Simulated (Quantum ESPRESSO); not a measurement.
```json
{"subject": "Co: energy against a fixed spin moment", "lattice_ang": [[2.507, 0.0, 0.0], [-1.2535, 2.1711, 0.0], [0.0, 0.0, 4.07]], "atoms": [["Co", 0.3333, 0.6667, 0.25], ["Co", 0.6667, 0.3333, 0.75]], "method": "PBE; plane waves with GBRV 1.5 PBE potentials, no spin-orbit coupling (and 1 further level or step)", "program": "Quantum ESPRESSO 7.5", "settings_of_one_run": "GBRV 1.5 PBE, potential files Co: co_pbe_v1.2.uspp.F.UPF, cutoff 544.23 eV, 16×16×8 k-mesh, 26 bands, fermi-dirac occupations, smearing width 0.05 eV, collinear spin, SCF threshold 4.00e-9, starting moments 2 2 μB", "cost": "11 runs, 2.4 min in all on 4 MPI ranks of Arm Neoverse V2, shared host (the runs of this entry)", "notes": "The run is spin-polarised, with a total moment of 3.30 μB a cell (absolute 3.68). All runs start parallel; opposed orders may lie lower.", "results": {"moment_of_the_free_run": "3.30 μB a cell", "energy_at_zero_total_moment": "582 meV a cell over the lowest", "delta_e_delta_m2_from_the_lowest_point_to_3p50_and_to_3p00_mu_b": "221 and 354 meV/μB²"}}
```

[Logs and program files are shortened in this print: banners, set-up blocks, solver, clock and traceback lines can be left out without a mark of their own.]

[Logs are printed without paths, hosts, clocks, repeated set-up lines and the standing remarks that a program may print on its own settings, such as how far it seeks lower states.]

[Hosts, paths, dates, database ids (printed as entryN), source tags and the programs' standing remarks are cut or masked in the printed files.]

[Where a cell is said to come from a database of computed structures, the database is the Materials Project.]
